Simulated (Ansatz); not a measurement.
**NaCdCl3 (model cell, started as cubic perovskite with Cd in the octahedra): a soft mode frozen in**

Aim: this structure of NaCdCl3 (model cell, started as cubic perovskite with Cd in the octahedra) is to be tested for unstable modes, and one is followed downhill.

Main program and level: Ansatz 0.2.0; DFT r2SCAN, scalar-relativistic, plane waves, PAW; PAW set soft_1.

The structure was built from a prototype and need not be the compound's stable phase.

## Step 1: The starting structure

Symmetry: Pm-3m, No. 221, cubic system. Conventional cell: a = 5.170 Å, b = 5.170 Å, c = 5.170 Å, α = 90.00°, β = 90.00°, γ = 90.00°. Na has 12 Cl at 3.66 Å nearest. Nearest to Cd lie 6 Cl at 2.58 Å. Nearest to Cl lie 2 Cd at 2.58 Å. Farther neighbours and most contacts between anions are not listed.

## Step 2: Response at finite wavevector

The cell comes from relaxations at this level that are not shown. Stability and thermal properties need the whole zone. Linear response on a 2×2×2 q mesh gives force constants as far as a supercell of that size would, and the tensors from the zone-centre run are typed in so that the long-range dipole term is interpolated apart.

The input, input.yaml:

```yaml
crystal:
  lattice:
    - [5.169590516, 0.0, 0.0]
    - [0.0, 5.169590516, 0.0]
    - [0.0, 0.0, 5.169590516]
  atoms:
    - { symbol: Na, position: [0.0, 0.0, 0.0] }
    - { symbol: Cd, position: [0.5, 0.5, 0.5] }
    - { symbol: Cl, position: [0.5, 0.5, 0.0] }
    - { symbol: Cl, position: [0.5, 0.0, 0.5] }
    - { symbol: Cl, position: [0.0, 0.5, 0.5] }
kpoints:
  mp_grid: { grid: [6, 6, 6] }
hamiltonian:
  xc: r2scan
  pseudopotentials: { kind: paw, azcp: { folder: soft_1 } }
scf:
  occupations: { method: fixed }
output:
  eigenvalues: true
phonons:
  method: dfpt
  qmesh: [2, 2, 2]
  temperatures: { t_max: 1000, t_step: 50 }
  qpath:
    path:
      - [[0.0, 0.0, 0.0], [0.0, 0.5, 0.0], [0.5, 0.5, 0.0], [0.0, 0.0, 0.0], [0.5, 0.5, 0.5], [0.0, 0.5, 0.0]]
      - [[0.5, 0.5, 0.5], [0.5, 0.5, 0.0]]
    npoints: 10
  non_analytic_term:
    high_frequency_dielectric_tensor: [[2.8991, 0.0, 0.0], [0.0, 2.8991, 0.0], [0.0, 0.0, 2.8991]]
    born_effective_charges:
      - { species: Na, tensor: [[1.2791, 0.0, 0.0], [0.0, 1.2791, 0.0], [0.0, 0.0, 1.2791]] }
      - { species: Cd, tensor: [[2.5923, 0.0, 0.0], [0.0, 2.5923, 0.0], [0.0, 0.0, 2.5923]] }
      - { species: Cl, tensor: [[-0.862, 0.0, 0.0], [0.0, -0.862, 0.0], [0.0, 0.0, -2.1475]] }
      - { species: Cl, tensor: [[-0.862, 0.0, 0.0], [0.0, -2.1475, 0.0], [0.0, 0.0, -0.862]] }
      - { species: Cl, tensor: [[-2.1475, 0.0, 0.0], [0.0, -0.862, 0.0], [0.0, 0.0, -0.862]] }
    source: "zone-centre run at this cell"
```

Command:

```
ansatz run input.yaml --threads 4 --pin off --max-ram 16384MiB --backend cpu --events-out ev --progress --plain --runs-dir out
```

Numbers of over 12 decimals in the logs are rounded to 6 here.

Log:

```text
Engine: ansatz 0.2.0, aarch64-unknown-linux-gnu
Pseudopotentials: kind: paw
Pseudopotential: Na, paw, valence charge 9, recommended cutoff 500 eV (meta_gga), soft_1/Na.paw.azcp
Pseudopotential: Cd, paw, valence charge 20, recommended cutoff 500 eV (meta_gga), soft_1/Cd.paw.azcp
Pseudopotential: Cl, paw, valence charge 7, recommended cutoff 500 eV (meta_gga), soft_1/Cl.paw.azcp
Functional definition: r2SCAN
  parameter k0 = 0.174
  parameter k1 = 0.065
  parameter a1 = 4.9479
  exchange = r2scan_x(k0 = k0, k1 = k1, a1 = a1)
  correlation = r2scan_c
Crystal: 5 atoms, lattice volume = 138.156 Å³
Basis set: ecut = 500 eV, 3431 PW (Γ), exchange–correlation on 400×400×400 points (1000 copies of the dense FFT grid, shifted against one another)
Bands: 30, of which v1, the nominal top of the filled ones, is band 25 counted from 1 (24 counted from 0)
Symmetry: 48 space group operations
k-points: 80 of 216 (irreducible under 2 space group operations, time reversal used)
Non-local potential: Na, projectors of the file, l = 0: 3, l = 1: 2, l = 2: 1
Non-local potential: Cd, projectors of the file, l = 0: 3, l = 1: 2, l = 2: 2, l = 3: 1
Non-local potential: Cl, projectors of the file, l = 0: 2, l = 1: 2, l = 2: 1
PAW form: soft (Blöchl's): semilocal exchange-correlation on the pseudo side does not see the compensation charge
PAW frozen core: Na, regenerated for the run's functional (the file was generated under x = pbe(κ = 0.804, μ = 0.219515), c = pbe(β = 0.066725))
PAW frozen core: Cd, regenerated for the run's functional (the file was generated under x = pbe(κ = 0.804, μ = 0.219515), c = pbe(β = 0.066725))
PAW frozen core: Cl, regenerated for the run's functional (the file was generated under x = pbe(κ = 0.804, μ = 0.219515), c = pbe(β = 0.066725))
PAW one-centre angular grid: Na, 302 points (default); XC on 317 of its mesh's 2451 points in the sphere
PAW one-centre angular grid: Cd, 590 points (default); XC on 160 Gauss nodes
PAW one-centre angular grid: Cl, 302 points (default); XC on 160 Gauss nodes
Initial density: superposition of atomic densities (chi_scale 0.1, normalization cell, long waves kept (reshape's long-wave potential 0.01 eV rms))
Initial wavefunctions: pseudopotential atomic-orbital guess
Functional: x = r2scan, c = r2scan; τ floored in thin density (d = 2e-4 eV/Å³)
SCF iter   1: F=—  HF=-13016.865731 eV  |F-HF|=—  |Δ(HF+E_count)|=         —  Δρ=6.69e-2  dr2=5.35e0  dr2_τ=1.29e-2  ethr=3.10e-3  ⟨swp⟩=5.0  Hψ=8768  notcnv=0  defer=225
preconditioner: auto → Resta (q_TF=auto, 2.303 Å⁻¹)  ε∞=3.0  [insulator: Δε(μ)=1.446 eV  Ē_g=12.932 eV  n_scr=26 (ndim 8)  ℏωp=18.4 eV  f_vac=0.056  ε∞_Penn≈3.0]
SCF iter   2: F=—  HF=-13014.963367 eV  |F-HF|=—  |Δ(HF+E_count)|=    1.90e0  Δρ=1.90e-2  dr2=4.72e-1  dr2_τ=7.40e-2  ethr=3.10e-3  ⟨swp⟩=3.0  Hψ=5516  notcnv=0  defer=226
SCF iter   3: F=—  HF=-13014.886473 eV  |F-HF|=—  |Δ(HF+E_count)|=   7.69e-2  Δρ=7.00e-3  dr2=6.16e-2  dr2_τ=2.14e-3  ethr=9.44e-4  ⟨swp⟩=3.0  Hψ=4269  notcnv=0  defer=238
SCF iter   4: F=—  HF=-13014.892054 eV  |F-HF|=—  |Δ(HF+E_count)|=   5.58e-3  Δρ=1.23e-3  dr2=2.48e-3  dr2_τ=1.50e-4  ethr=1.23e-4  ⟨swp⟩=3.0  Hψ=4956  notcnv=0  defer=238
SCF iter   5: F=—  HF=-13014.893210 eV  |F-HF|=—  |Δ(HF+E_count)|=   1.16e-3  Δρ=4.20e-4  dr2=1.85e-4  dr2_τ=1.23e-5  ethr=4.95e-6  ⟨swp⟩=3.0  Hψ=4242  notcnv=0  defer=238
SCF iter   6: F=—  HF=-13014.893395 eV  |F-HF|=—  |Δ(HF+E_count)|=   1.86e-4  Δρ=6.57e-5  dr2=5.60e-6  dr2_τ=7.85e-7  ethr=3.70e-7  ⟨swp⟩=2.0  Hψ=4136  notcnv=0  defer=238
SCF iter   7: F=—  HF=-13014.893410 eV  |F-HF|=—  |Δ(HF+E_count)|=   1.47e-5  Δρ=1.33e-5  dr2=2.93e-7  dr2_τ=2.12e-8  ethr=1.12e-8  ⟨swp⟩=2.0  Hψ=3971  notcnv=0  defer=232
SCF iter   8: F=—  HF=-13014.893415 eV  |F-HF|=—  |Δ(HF+E_count)|=   5.18e-6  Δρ=4.47e-6  dr2=2.99e-8  dr2_τ=2.76e-9  ethr=5.87e-10  ⟨swp⟩=2.0  Hψ=4071  notcnv=0  defer=206
SCF iter   9: F=—  HF=-13014.893415 eV  |F-HF|=—  |Δ(HF+E_count)|=   1.26e-8  Δρ=8.06e-7  dr2=9.55e-10  dr2_τ=1.81e-10  ethr=5.99e-11  ⟨swp⟩=2.0  Hψ=3996  notcnv=0  defer=206
SCF iter  10: F=—  HF=-13014.893415 eV  |F-HF|=—  |Δ(HF+E_count)|=   1.06e-9  Δρ=1.64e-7  dr2=5.28e-11  dr2_τ=2.25e-12  ethr=1.91e-12  ⟨swp⟩=2.0  Hψ=3920  notcnv=0  defer=206
SCF iter  11: F=-13014.893415 eV  HF=-13014.893415 eV  |F-HF|=5.46e-12  |Δ(HF+E_count)|=  8.00e-11  Δρ=2.79e-8  dr2=1.37e-12  dr2_τ=5.51e-14  ethr=1.00e-12  ⟨swp⟩=15.7  Hψ=15916  notcnv=0
SCF 1 converged in 11 iterations: F = -13014.893415 eV  dr2 = 1.37e-12
  greatest PAW one-centre occupation: 1.002 electrons in one spin orbital (limit 2), on the Na atom at site 0 (counted from 0), in its partial waves of l = 0
DFPT response loops at Γ: preconditioner auto → none (the input reference at scf.mixing.eps_inf says where Resta's filter doesn't serve); β = 0.50; Broyden in place of MSR1
NSCF: frozen V_eff on 20 k-points
NSCF: frozen V_eff on 128 k-points
DFPT response loops at q = (0, 0, -0.5) (fractional): mixed as the last ones told, above
NSCF: frozen V_eff on 128 k-points
DFPT response loops at q = (0, -0.5, -0.5) (fractional): mixed as the last ones told, above
NSCF: frozen V_eff on 128 k-points
DFPT response loops at q = (-0.5, -0.5, -0.5) (fractional): mixed as the last ones told, above
SCF converged after 11 iterations
Free energy (F): -13014.893415 eV
Harris-Foulkes:  -13014.893415 eV  (|F-HF|=5.46e-12)
Internal energy: -13014.893415 eV  (E = F + TS)
E sigma→0 (E₀):  -13014.893415 eV
Fermi energy:    1.932141 eV
--- Per-component energies (eV) ---
  E_band       = -918.343885
  E_kinetic    = 1011.273431
  E_local      = -7014.423978  (includes V_loc(G=0)·N_el)
  E_nonlocal   = 496.725272
  E_hartree    = 2951.079612
  E_xc         = -493.621828
  E_vxc        = -651.433688  (∫ρ·V_xc dr)
  E_paw        = -6423.840105  (= ΣΔE_a)
  E_vpaw       = -702.340917  (= ΣTr[D̂ρ^β])
  E_aug_tail   = 0.000003  (compensation charges beyond the density's cutoff)
  E_vtau       = 39.696793  (kinetic-family band-sum trace: ∫τ·v_τ [+ j·A + Jᵃ·Aᵃ] dr)
  E_ewald      = -3541.085570
  E_core_change = -1.000252  (= ΣΔE_core)
  E_smearing   = -0.000000  (= −TS)
  E_closure    = -0.000000  (closes the sum)
  Σ components = -13014.893415   (vs F -13014.893415, Δ=0.00e0)
--- Band table (eV; the first three rows and the last of 80) ---
  k-point 0: bands = [... 21 lower, 0.9713, 1.1072, 1.1072, 1.1072, 4.5247, 6.4476, 10.4231, 10.4231, ... 1 higher]
  k-point 1: bands = [... 21 lower, 0.9469, 0.9469, 1.0846, 1.0846, 5.0534, 6.7244, 10.2286, 10.7348, ... 1 higher]
  k-point 2: bands = [... 21 lower, 0.8648, 0.8648, 1.0646, 1.0646, 6.2813, 7.4458, 9.5548, 11.2896, ... 1 higher]
  k-point 79: bands = [... 21 lower, 1.6157, 1.6157, 1.9321, 1.9321, 7.3886, 9.0814, 9.0814, 9.0814, ... 1 higher]
--- Phonons (Γ-DFPT): 4 representative perturbations + reference, on 80 of 216 k-points (Σ response iterations 26) ---
  k mesh reduced under 2 symmetry operations, with k and −k counted as one. Each operation leaves every solved perturbation unchanged. A smaller set is not considered because the functional reads the kinetic-energy density
  ASR residual: 6.859e-5 → 0.000e0 eV/Å²; symmetrization residual: 1.035e-5 eV/Å²
  ASR residual per site (eV/Å²): 6.86e-5 1.77e-5 1.73e-5 1.73e-5 1.73e-5
  Γ frequencies (cm⁻¹): -92.78 -92.78 -92.78 0.00 0.00 0.00 11.13 11.13 11.13 75.55 75.55 75.55 266.84 266.84 266.84
--- Phonons (arbitrary-q DFPT): 4 irreducible q on the 2×2×2 mesh ---
  q = [0.0000, 0.0000, 0.0000] (star 1, of the zone-centre solve; hermiticity 2.65e-6, symmetrization 4.70e-8): -92.78 -92.78 -92.78 -0.00 0.00 0.00 11.13 11.13 11.13 75.55 75.55 75.55 266.84 266.84 266.84
  q = [0.0000, 0.0000, -0.5000] (star 3, 9 solved perturbations in 504 linear systems a pass and spin channel, the states on 64 of 216 k-point pairs; hermiticity 2.11e-6, symmetrization 8.87e-12): -84.42 -84.42 -23.05 -23.05 28.94 57.66 61.61 61.61 63.51 63.51 88.58 144.57 266.08 266.08 277.09
  q = [0.0000, -0.5000, -0.5000] (star 3, 9 solved perturbations in 504 linear systems a pass and spin channel, the states on 64 of 216 k-point pairs; hermiticity 2.63e-6, symmetrization 1.11e-12): -88.72 -84.66 -84.66 -71.72 47.19 47.19 59.88 86.61 86.61 113.88 148.58 148.58 174.77 265.52 298.69
  q = [-0.5000, -0.5000, -0.5000] (star 1, 4 solved perturbations in 184 linear systems a pass and spin channel, the states on 64 of 216 k-point pairs; hermiticity 1.41e-6, symmetrization 1.28e-11): -88.86 -88.86 -88.86 -86.29 -86.29 -86.29 122.00 122.00 122.00 141.94 141.94 141.94 173.93 173.93 318.05
  sum rule: each row above includes the acoustic sum rule's correction from the zone centre's row sums; it moved no ω² by more than (0.90 cm⁻¹)²
  mesh force constants: q→R imaginary residual 3.98e-18; ASR residual 6.859e-5 → 0.000e0 eV/Å²; symmetrization residual 8.882e-15 eV/Å²
  interpolated dispersion: 63 rows × 15 modes
  density of states and harmonic sums: on the 12×12×12 q-mesh, interpolated from the force constants of a 2×2×2 supercell (with the dipole–dipole term of supplied tensors)
  largest difference from the sums on the solved wave vectors: F 1.57e-1 eV, S 2.01e-4 and C_V 5.11e-5 eV/K
  zero-point energy: 0.086093 eV/cell   skipped modes (ω ≤ 0): 416, of them read as no rigid motion or as one in doubt: 413 (5.010e0 modes/cell left out, lowest -92.78 cm⁻¹)   left out of the sums: 3.34e-1 of the cell's modes: C_V's classical limit lies that fraction below 3 k_B per atom; for a crystal, a wire or a layer, F and S can be off by more, and a phonons.interpolated_qmesh denser along its periods is the remedy for the sampling
```

Run time: 16 min. Hardware: 4 threads of Arm Neoverse V2, shared host; peak memory 14 GiB.

This step gave:

```
gap on the k-mesh                                       : 2.593 eV
volume per atom                                         : 27.63 Å³
sum-rule residual before enforcement                    : 6.86e-5 eV/Å²
lowest frequency on the path                            : -92.78 cm⁻¹
point group                                             : m-3m
highest frequency on the path or at a solved wavevector : 318.1 cm⁻¹
highest optical mode at the zone centre (no LO-TO term) : 266.8 cm⁻¹
lowest optical zone-centre mode                         : -92.78 cm⁻¹
lowest mode on the q mesh (acoustic modes at Γ apart)   : -92.78 cm⁻¹
```

Frequencies (cm⁻¹) solved at each irreducible wavevector; negative means imaginary. Frequencies by wavevector, by row:

| q in reciprocal lattice units | star | mode 1 | mode 2 | mode 3 | mode 4 | mode 13 | mode 14 | mode 15 |
| --- | --- | --- | --- | --- | --- | --- | --- | --- |
| 0 0 0 | 1 | -92.8 | -92.8 | -92.8 | 0 | 266.8 | 266.8 | 266.8 |
| 0 0 -0.5 | 3 | -84.4 | -84.4 | -23.1 | -23.1 | 266.1 | 266.1 | 277.1 |
| 0 -0.5 -0.5 | 3 | -88.7 | -84.7 | -84.7 | -71.7 | 174.8 | 265.5 | 298.7 |
| -0.5 -0.5 -0.5 | 1 | -88.9 | -88.9 | -88.9 | -86.3 | 173.9 | 173.9 | 318.1 |

Interpolated from a 2×2×2 q mesh, with the LO-TO term (at Γ the limit along the path; where Γ stands inside the path, tables give the limit on arrival). Phonon branches along the path, in cm⁻¹:

| point | branch 1 | branch 2 | branch 3 | branch 4 | branch 12 | branch 13 | branch 14 | branch 15 |
| --- | --- | --- | --- | --- | --- | --- | --- | --- |
| Γ | -93 | -93 | 0 | 0 | 110 | 267 | 267 | 305 |
| halfway | -89 | -89 | -13 | -13 | 120 | 266 | 266 | 293 |
| X | -84 | -84 | -23 | -23 | 145 | 266 | 266 | 277 |
| halfway | -89 | -79 | -65 | -63 | 147 | 214 | 266 | 299 |
| M | -89 | -85 | -85 | -72 | 149 | 175 | 266 | 299 |
| halfway | -89 | -84 | -54 | -50 | 125 | 234 | 266 | 304 |
| Γ | -93 | -93 | 0 | 0 | 110 | 267 | 267 | 305 |
| halfway | -86 | -86 | -58 | -56 | 130 | 232 | 232 | 314 |
| R | -89 | -89 | -89 | -86 | 142 | 174 | 174 | 318 |
| halfway | -86 | -84 | -72 | -71 | 147 | 204 | 231 | 313 |
| X | -84 | -84 | -23 | -23 | 145 | 266 | 266 | 277 |
| jump to R | -89 | -89 | -89 | -86 | 142 | 174 | 174 | 318 |
| halfway | -89 | -86 | -86 | -80 | 146 | 174 | 219 | 315 |
| M | -89 | -85 | -85 | -72 | 149 | 175 | 266 | 299 |

Symmetry leaves 4 wavevectors to solve. The lowest mode among them, the acoustic zeros apart, lies at Γ and is imaginary, 92.8i cm⁻¹, so the energy falls along it.

## Step 3: The mode frozen in, largest atomic shift 0 Å

The mode followed lies at Γ with frequency 92.8i cm⁻¹ and is 3-fold degenerate, the softest among the wavevectors solved. At small amplitude the distorted cell has space group no. 160 by a symmetry search on the positions. The undistorted cell that holds it gives the zero of energy on the same k mesh.

input.yaml, the sections that differ from step 2:

```yaml
scf:
  occupations: { method: gaussian, width: 0.02 }
output:
  forces: true
  stress: true
  eigenvalues: true
# crystal, kpoints, hamiltonian: as in step 2
# phonons: removed
```

Log:

```text
[...]
Crystal: 5 atoms, lattice volume = 138.156 Å³
Basis set: ecut = 500 eV, 3431 PW (Γ), exchange–correlation on 160×160×160 points (64 copies of the dense FFT grid, shifted against one another)
Bands: 30, of which v1, the nominal top of the filled ones, is band 25 counted from 1 (24 counted from 0)
Symmetry: 48 space group operations
[...]
k-points: 20 of 216
[...]
P = ⅓ Tr σ = -0.0078 GPa (-0.078 kbar)
--- Band table (eV; the first three rows and the last of 20) ---
  k-point 0: bands = [... 21 lower, 0.9712, 1.1071, 1.1071, 1.1071, 4.5246, 6.4476, 10.4230, 10.4230]
  k-point 1: bands = [... 21 lower, 0.9468, 0.9468, 1.0845, 1.0845, 5.0533, 6.7245, 10.2286, 10.7347]
  k-point 2: bands = [... 21 lower, 0.8647, 0.8647, 1.0645, 1.0645, 6.2812, 7.4458, 9.5547, 11.2896]
  k-point 19: bands = [... 21 lower, 1.6156, 1.6156, 1.9320, 1.9320, 7.3887, 9.0813, 9.0813, 9.0813]
[key lines of the parts left out:]
SCF converged after 8 iterations
Free energy (F): -13014.893415 eV
Fermi energy:    3.228345 eV
```

The job ended after 3 s (4 threads; peak memory 0.7 GiB).

Numbers from this step:

| Quantity | Value |
| --- | --- |
| pressure | -0.007820 GPa |
| energy from the undistorted cell | 0 meV/atom |

At this level the gap is 2.59 eV on the k-mesh of the self-consistent run, which can miss the band edges.

## Step 4: The mode frozen in, largest atomic shift 0.6 Å

The atoms are moved along the unstable eigenvector, the largest shift by 0.6 Å, with the cell fixed.

input.yaml, the sections that differ from step 3:

```yaml
crystal:
  lattice:
    - [5.169590516, 0.0, 0.0]
    - [0.0, 5.169590516, 0.0]
    - [0.0, 0.0, 5.169590516]
  atoms:
    - { symbol: Na, position: [-0.0670092071, 0.0670092071, 0.0670092071] }
    - { symbol: Cd, position: [0.4992900954, 0.5007099046, 0.5007099046] }
    - { symbol: Cl, position: [0.5205036966, 0.4794963034, -0.0047000659] }
    - { symbol: Cl, position: [0.5205036966, -0.0047000659, 0.4794963034] }
    - { symbol: Cl, position: [0.0047000659, 0.4794963034, 0.4794963034] }
# kpoints, hamiltonian, scf, output: as in step 3
```

Log:

```text
[...]
Crystal: 5 atoms, lattice volume = 138.156 Å³
Basis set: ecut = 500 eV, 3431 PW (Γ), exchange–correlation on 160×160×160 points (64 copies of the dense FFT grid, shifted against one another)
Bands: 30, of which v1, the nominal top of the filled ones, is band 25 counted from 1 (24 counted from 0)
Symmetry: 6 space group operations
[...]
P = ⅓ Tr σ = 0.3020 GPa (3.020 kbar)
--- Band table (eV; the first three rows and the last of 32) ---
  k-point 0: bands = [... 21 lower, 0.9242, 0.9820, 1.0500, 1.0500, 4.4523, 6.6121, 10.4045, 10.4045]
  k-point 1: bands = [... 21 lower, 0.8685, 0.9070, 0.9949, 1.0256, 4.9763, 6.8816, 10.2541, 10.7048]
  k-point 2: bands = [... 21 lower, 0.7357, 0.8607, 0.9808, 0.9936, 6.1844, 7.5846, 9.6482, 11.2679]
  k-point 31: bands = [... 21 lower, 1.4888, 1.5655, 1.8108, 1.8108, 7.5772, 8.8400, 9.0638, 9.0638]
[key lines of the parts left out:]
SCF converged after 9 iterations
Free energy (F): -13015.028120 eV
Fermi energy:    3.131621 eV
```

Elapsed: 7.9 s, on 4 threads; peak memory 0.65 GiB.

This step gave:

```
pressure                         : 0.3020 GPa
gap on the k-mesh                : 2.641 eV
energy from the undistorted cell : -26.94 meV/atom
```

The energy, extrapolated to zero smearing, is -26.94 meV/atom against the undistorted cell.

The run ends at a pressure of 0.30 GPa, with forces up to 0.25 eV/Å.

## Step 5: Energy along the mode, all amplitudes (two of the runs are shown above)

An imaginary frequency means negative curvature, so the energy should fall and then rise again as anharmonic terms take over.

Numbers from this step:

| Property | Result |
| --- | --- |
| depth at the lowest point sampled | 26.94 meV/atom |
| largest atomic shift at that point | 0.6 Å |

Energy from the parent against largest atomic shift:

| largest atomic shift (Å) | energy from the parent (meV/atom) |
| --- | --- |
| 0.000 | 0 |
| 0.040 | -0.151 |
| 0.080 | -0.602 |
| 0.140 | -1.83 |
| 0.220 | -4.46 |
| 0.320 | -9.14 |
| 0.450 | -17.0 |
| 0.600 | -26.9 |

Displacement at unit largest shift by atom:

| atom | x (Å) | y (Å) | z (Å) | size |
| --- | --- | --- | --- | --- |
| Na1 | -0.577 | 0.577 | 0.577 | 0.999 |
| Cd2 | -0.006 | 0.006 | 0.006 | 0.010 |
| Cl3 | 0.177 | -0.177 | -0.040 | 0.253 |
| Cl4 | 0.177 | -0.040 | -0.177 | 0.253 |
| Cl5 | 0.040 | -0.177 | -0.177 | 0.253 |

The lowest of the steps tried is the last one, at 0.6 Å, 26.9 meV/atom below the parent; the bottom of the well need not coincide with a step.

(Part 1 of 3 ends here.)

[Logs are printed without paths, hosts, clocks, repeated set-up lines and the standing remarks that a program may print on its own settings, such as how far it seeks lower states.]

[Hosts, paths, dates, database ids (printed as entryN), source tags and the programs' standing remarks are cut or masked in the printed files.]
